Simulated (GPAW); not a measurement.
## PtS2: optical spectrum from first principles

Aim: the dielectric function of PtS2, and the optical constants that follow from it.

Program: GPAW 26.7.0. Level of theory: DFT, PBE, plane-wave PAW (GPAW data sets), scalar-relativistic, RPA, optical limit. Results are calculated unless marked as measured.

## 1. Set-up

The structure is trigonal, space group P-3m1 (No. 164). Conventional cell: a = 3.543 Å, b = 3.543 Å, c = 5.039 Å, α = 90.00°, β = 90.00°, γ = 120.00°. Nearest to Pt lie 6 S at 2.34 Å. Nearest to S lie 3 Pt at 2.34 Å. Farther neighbours and most contacts between anions are not listed.

As a file:

```xyz
3
Lattice="3.5432 0.0000 0.0000 -1.7716 3.0685 0.0000 0.0000 0.0000 5.0388" Properties=species:S:1:pos:R:3 pbc="T T T"
Pt    0.0000    0.0000    0.0000
S     1.7716    1.0228    3.8950
S     0.0000    2.0457    1.1438
```

## 2. Bands for the response

At the fixed density, many empty bands are solved on the mesh of the response, since the spectrum sums over them.

This step: DFT, PBE, plane-wave PAW (GPAW data sets), scalar-relativistic, bands at fixed density (GPAW 26.7.0).

nscf.py reads:

```python
from ase.dft.bandgap import bandgap
from gpaw import GPAW, FermiDirac

calc = GPAW('gs.gpw').fixed_density(kpts={'size': (15, 15, 9), 'gamma': True}, nbands=61, convergence={'bands': 55},
                                    occupations=FermiDirac(0.001), txt='nscf.txt')
print('gap (eV)', bandgap(calc, output=None)[0])
print('direct gap (eV)', bandgap(calc, direct=True, output=None)[0])
print('top band over the Fermi level (eV)', min(calc.get_eigenvalues(kpt=k)[54] for k in range(len(calc.get_ibz_k_points()))) - calc.get_fermi_level())
calc.write('full.gpw', mode='all')
```

Run with:

```
OMP_NUM_THREADS=1 python nscf.py
```

Numbers of over 12 decimals in the logs are rounded to 6 here.

The log of the run:

```text
Diagonalizing LCAO Hamiltonian
Converting LCAO to pw mode
convergence criteria:
- Maximum integral of absolute [eigenst]ate change: 4e-08 eV^2 / valence electron
maximum number of iterations: 150

SCF iterations
|iter     |      energy | eigst |  dens |
|iter:   1||             | +3.68 |       |
|iter:   2||             | +2.45 |       |
|iter:   3||             | +1.26 |       |
|iter:   4||             | -0.05 |       |
|iter:   5||             | -0.98 |       |
|iter:   6||             | -2.05 |       |
|iter:   7||             | -2.85 |       |
|iter:   8||             | -3.89 |       |
|iter:   9||             | -4.66 |       |
|iter:  10||             | -5.68 |       |
|iter:  11||             | -6.44 |       |
|iter:  12||             | -7.00 |       |
|iter:  13||             | -7.37 |       |
|iter:  14||             | -7.67c|       |
SCF steps: 14
  __  _  _
 | _ |_)|_||  |
 |__||  | ||/\| - 26.7.0

Versions:
  Python: 3.12.14
  ASE:    3.29.0
  Numpy:  2.5.5
  Scipy:  1.18.1
  Libxc:  7.0.0

Input parameters:
  mode=PW(ecut=500.0),
  convergence={'bands': 55},
  gpts=array([20, 20, 27]),
  kpts=MonkhorstPack(size=(15, 15, 9), gamma=True),
  maxiter=150,
  nbands=61,
  occupations=Occupations(name='fermi-dirac', width=0.001, fixmagmom=False),
  parallel={},
  xc=XC(name='PBE')

--- standard output ---
gap (eV) 0.780116
direct gap (eV) 0.954696
top band over the Fermi level (eV) 37.377261
```

It took 5.3 min on 1 thread of Arm Neoverse V2, shared host; peak memory 0.51 GiB.

Numbers from this step:

- gap on the k-mesh: 0.7801 eV
- direct gap on the mesh: 0.9547 eV

## 3. Dielectric function, RPA

Transitions between filled and empty bands, summed over the zone, give the optical response, so mesh, band count and broadening shape it.

The induced potential is part of this response.

This step: DFT, PBE, plane-wave PAW (GPAW data sets), scalar-relativistic, RPA, optical limit (GPAW 26.7.0).

df.py reads:

```python
from gpaw.response.df import DielectricFunction

df = DielectricFunction('full.gpw', frequencies={'type': 'nonlinear', 'domega0': 0.03, 'omega2': 8},
                        ecut=50,
                        eta=0.15,
                        nbands=55,
                        txt='df.txt')
for direction in ['x', 'z']:
    df.get_dielectric_function(xc='RPA', direction=direction, filename=f'df_{direction}.csv')
```

Run with:

```
OMP_NUM_THREADS=1 python df.py
```

The log of the run:

```text
Using integrator: PointIntegrator
NonLinearFrequencyDescriptor(from 0.000 to 96.040 eV, 537 points)
Nonperiodic BCs:  [False False False]
Using integrator: PointIntegrator
NonLinearFrequencyDescriptor(from 0.000 to 96.040 eV, 537 points)
Nonperiodic BCs:  [False False False]

Calculating chi0 body with:
    Ground state adapter containing:
    Number of spins: 1
    Number of kpoints: 2025
    Number of irreducible kpoints: 211
    Number of completely occupied states: 14
    Number of partially occupied states: 14

    Linear response parametrization:
    q_c: [0.0, 0.0, 0.0]
    Number of frequency points: 537
    Planewave cutoff: 50.0
    Number of bands: 55
    Number of planewaves: 41
    Broadening (eta): 0.15

Integrating chi0 body.

Symmetries of q_c:
    Direct symmetries (Uq -> q): 12
    Indirect symmetries (TUq -> q): 0
In total 12 allowed symmetries.

211 groups of equivalent kpoints. 89.580247% reduction.

Integral kind: spectral function

Calculating chi0 optical extensions with:
    Ground state adapter containing:
    Number of spins: 1
    Number of kpoints: 2025
    Number of irreducible kpoints: 211
    Number of completely occupied states: 14
    Number of partially occupied states: 14

    Linear response parametrization:
    Number of frequency points: 537
    Planewave cutoff: 50.0
    Number of bands: 55
    Number of planewaves: 41
    Broadening (eta): 0.15
Integrating chi0 head and wings.

Symmetries of q_c:
    Direct symmetries (Uq -> q): 12
    Indirect symmetries (TUq -> q): 0
In total 12 allowed symmetries.

211 groups of equivalent kpoints. 89.580247% reduction.

Integral kind: spectral function wings
```

Elapsed: 44 s, on 1 thread; peak memory 0.29 GiB.

Read-outs, printed or worked out from the files:

| Item | Value |
| --- | --- |
| electronic dielectric constant ε∞, mean over x, y and z (by symmetry where fewer were run) | 14.22 |

Some rows of df_x.csv (energy; Re and Im without local fields; Re and Im with them):

```text
0.000000, 18.118185, 0.000000, 16.675657, 0.000000
0.429336, 18.693969, 0.442332, 17.192042, 0.396911
0.878195, 20.994678, 1.582851, 19.252975, 1.431115
1.347938, 25.440719, 6.934128, 23.111881, 6.222768
1.840057, 18.807493, 18.234850, 17.336089, 15.944089
2.356191, 11.228338, 20.361562, 11.105744, 18.228405
2.898142, 4.010935, 17.299696, 4.418127, 15.684957
3.467895, -0.532756, 15.041231, 0.662485, 14.206769
4.067647, -2.423514, 9.532029, -1.877612, 9.532193
4.699832, -1.556907, 5.768671, -1.399345, 5.761424
5.367152, 1.049064, 4.126271, 1.042911, 4.064095
6.072622, 1.787393, 4.533997, 1.630843, 4.464961
6.819608, 2.879232, 6.070016, 2.712921, 5.688410
7.611886, 1.378277, 7.002357, 1.366261, 6.840346
8.453705, -1.433265, 6.226075, -1.640943, 6.025568
9.349861, -1.702828, 3.184618, -1.963098, 2.946343
10.305790, 0.039263, 2.806047, -0.304655, 2.238345
11.327680, 0.221708, 3.221908, 0.112935, 2.536613
12.422601, -0.615159, 3.880603, -0.172864, 3.070420
13.598673, -1.336367, 2.639467, -0.883386, 2.272241
```

Sum at mesh points, not converged in k; values under the direct gap are tails of Lorentzian lines. The Im ε by photon energy; read off at these points:

```tsv
photon energy (eV)	E ∥ x	E ∥ z
0.00	0	0
0.50	0.485	0.419
1.00	2.06	2.97
1.50	10.0	6.88
1.63	13.9	7.76
2.00	16.1	5.81
2.50	18.3	4.93
3.00	15.2	5.87
3.50	14.0	5.56
4.00	10.0	2.69
4.50	6.77	1.83
5.00	4.46	1.22
5.50	4.23	1.50
6.00	4.67	3.31
6.50	4.79	3.50
6.87	5.81	3.67
7.00	6.23	3.57
7.50	6.50	3.05
7.85	7.20	3.12
8.00	7.11	2.95
8.50	5.92	2.82
9.00	4.12	3.14
9.50	2.66	3.29
10.00	2.21	2.94
10.50	2.35	3.26
11.00	2.46	3.01
11.50	2.61	3.16
12.00	2.90	3.53
12.50	3.12	3.15
13.00	2.77	2.93
13.50	2.30	2.55
```

Sum at mesh points, not converged in k. Table of reflectivity at normal incidence by photon energy; read off at these points:

```tsv
photon energy (eV)	E ∥ x (%)	E ∥ z (%)
0.000	36.8	25.6
0.250	37.0	25.9
0.500	37.6	26.8
0.750	38.8	28.6
1.000	40.5	30.4
1.250	43.0	31.2
1.500	45.9	32.2
1.556	46.5	32.5
1.750	46.7	30.6
2.000	45.8	26.6
2.250	46.9	25.1
2.500	47.3	23.8
2.750	46.6	24.6
3.000	45.2	26.5
3.250	46.6	27.5
3.500	47.4	28.0
3.552	47.5	27.9
3.750	47.1	23.8
4.000	46.4	16.3
4.250	45.0	11.1
4.500	41.7	9.44
4.750	38.4	7.90
5.000	31.2	8.31
5.250	25.2	10.1
5.500	22.8	13.7
5.750	23.3	16.6
6.000	24.3	18.3
6.250	22.2	18.0
6.500	23.3	18.2
6.750	25.7	18.6
7.000	28.4	18.3
7.250	30.8	16.1
7.500	31.1	15.8
7.750	34.5	16.5
8.000	37.5	15.5
8.250	39.6	14.2
8.500	41.4	14.7
8.750	44.0	16.1
9.000	46.2	16.3
9.088	46.5	16.8
9.250	45.2	18.1
9.500	42.3	17.9
9.750	36.2	15.6
10.000	30.6	15.7
10.250	25.2	16.1
10.500	22.9	17.5
10.750	22.9	18.0
11.000	21.6	17.0
11.250	21.4	16.5
11.500	21.3	17.4
11.750	21.6	19.3
12.000	23.2	21.4
12.250	24.7	21.4
12.500	26.7	21.6
12.750	30.3	21.4
13.000	31.8	21.7
13.250	32.7	22.4
13.500	32.4	21.7
13.750	33.1	20.7
```

Sum at mesh points, not converged in k; values under the direct gap are tails of Lorentzian lines. The Im ε, E ∥ x by photon energy; read off at these points:

```tsv
photon energy (eV)	without local fields	with local fields
0.00	0	0
0.50	0.540	0.485
1.00	2.28	2.06
1.50	11.3	10.0
2.00	18.5	16.1
2.43	20.4	18.4
2.50	20.3	18.3
3.00	16.9	15.2
3.50	14.7	14.0
4.00	10.1	10.0
4.50	6.79	6.77
5.00	4.50	4.46
5.50	4.29	4.23
6.00	4.72	4.67
6.50	5.00	4.79
7.00	6.62	6.23
7.50	6.67	6.50
7.85	7.30	7.20
8.00	7.19	7.11
8.50	6.13	5.92
9.00	4.33	4.12
9.50	2.91	2.66
10.00	2.60	2.21
10.50	2.99	2.35
11.00	3.12	2.46
11.50	3.36	2.61
12.00	3.75	2.90
12.50	3.90	3.12
13.00	3.19	2.77
13.50	2.65	2.30
```

Sum at mesh points, not converged in k; values under the direct gap are tails of Lorentzian lines. Table of loss function −Im 1/ε at q → 0 by energy loss; read off at these points:

```tsv
energy loss (eV)	E ∥ x	E ∥ z
0.00	0	0
0.50	0.00160	0.00429
1.00	0.00503	0.0215
1.50	0.0149	0.0510
2.00	0.0321	0.0977
2.50	0.0445	0.108
3.00	0.0608	0.111
3.50	0.0714	0.168
4.00	0.0964	0.324
4.07	0.101	0.332
4.50	0.140	0.251
5.00	0.223	0.134
5.27	0.237	0.0840
5.50	0.212	0.0731
6.00	0.192	0.118
6.50	0.161	0.150
7.00	0.137	0.195
7.50	0.147	0.202
8.00	0.140	0.225
8.50	0.155	0.200
9.00	0.176	0.204
9.50	0.263	0.247
10.00	0.404	0.246
10.24	0.442	0.240
10.50	0.424	0.239
11.00	0.406	0.275
11.50	0.383	0.256
12.00	0.345	0.267
12.50	0.318	0.311
13.00	0.329	0.338
13.50	0.378	0.393
```

From ε follow the optical constants at some laser and lamp lines:

```tsv
wavelength (nm)	n x	k x	R (%) x	1/α x	n z	k z	R (%) z	1/α z
800	4.99	1.170	46.4	54 nm	3.19	1.162	32.5	55 nm
633	4.39	1.824	45.8	28 nm	2.54	1.163	26.9	43 nm
532	4.06	2.239	47.0	19 nm	2.41	1.074	24.6	39 nm
405	3.16	2.410	45.3	13 nm	2.37	1.285	27.1	25 nm
365	2.82	2.580	46.9	11 nm	2.03	1.425	27.6	20 nm
308	2.02	2.435	46.3	10 nm	1.39	0.934	15.6	26 nm
248	1.43	1.556	31.3	13 nm	1.70	0.358	8.3	55 nm
```

Below the direct gap, k and the depth come from the tails of the Lorentzian lines, not from transitions.

Rows near the edge hang on the gap, which this functional as a rule makes too small, and phonon-assisted absorption is left out.

## 4. Outcome

* electronic dielectric constant ε∞, mean over x, y and z (by symmetry where fewer were run) (RPA): 14.2

What this shows: At this level (PBE, RPA) PtS2 has a mean ε∞ = 14.2 and n = 4.33 at 1550 nm (E ∥ x). On the mesh the gap is 0.78 eV and the least direct gap 0.95 eV, so on this mesh the band edges lie at different points. Local fields change the static value along x from 18.12 to 16.68 (-8 %). The static values by axis are 16.68 (x), 9.31 (z). Excitons and phonon-assisted transitions are missing; PBE gaps are as a rule too small, which pulls the onset down and ε∞ up. Spin-orbit coupling is left out although heavy atoms are present. In this version of GPAW the matrix elements of the optical limit are incomplete, which can lower ε − 1 by up to a tenth where first-row anions or d states rule, and shift it by more in d metals. The sum runs over mesh points 0.14 Å⁻¹ apart with no interpolation, so peaks are partly noise of the mesh; over so small a direct gap single mesh points weigh heavily, so ε∞, n and their changes from run to run can be far off.

[Machine, clock and banner lines and Python warnings are left out of the logs.]

[Logs are printed without paths, hosts, clocks, repeated set-up lines and the standing remarks that a program may print on its own settings, such as how far it seeks lower states.]

[Hosts, paths, dates, database ids (printed as entryN), source tags and the programs' standing remarks are cut or masked in the printed files.]
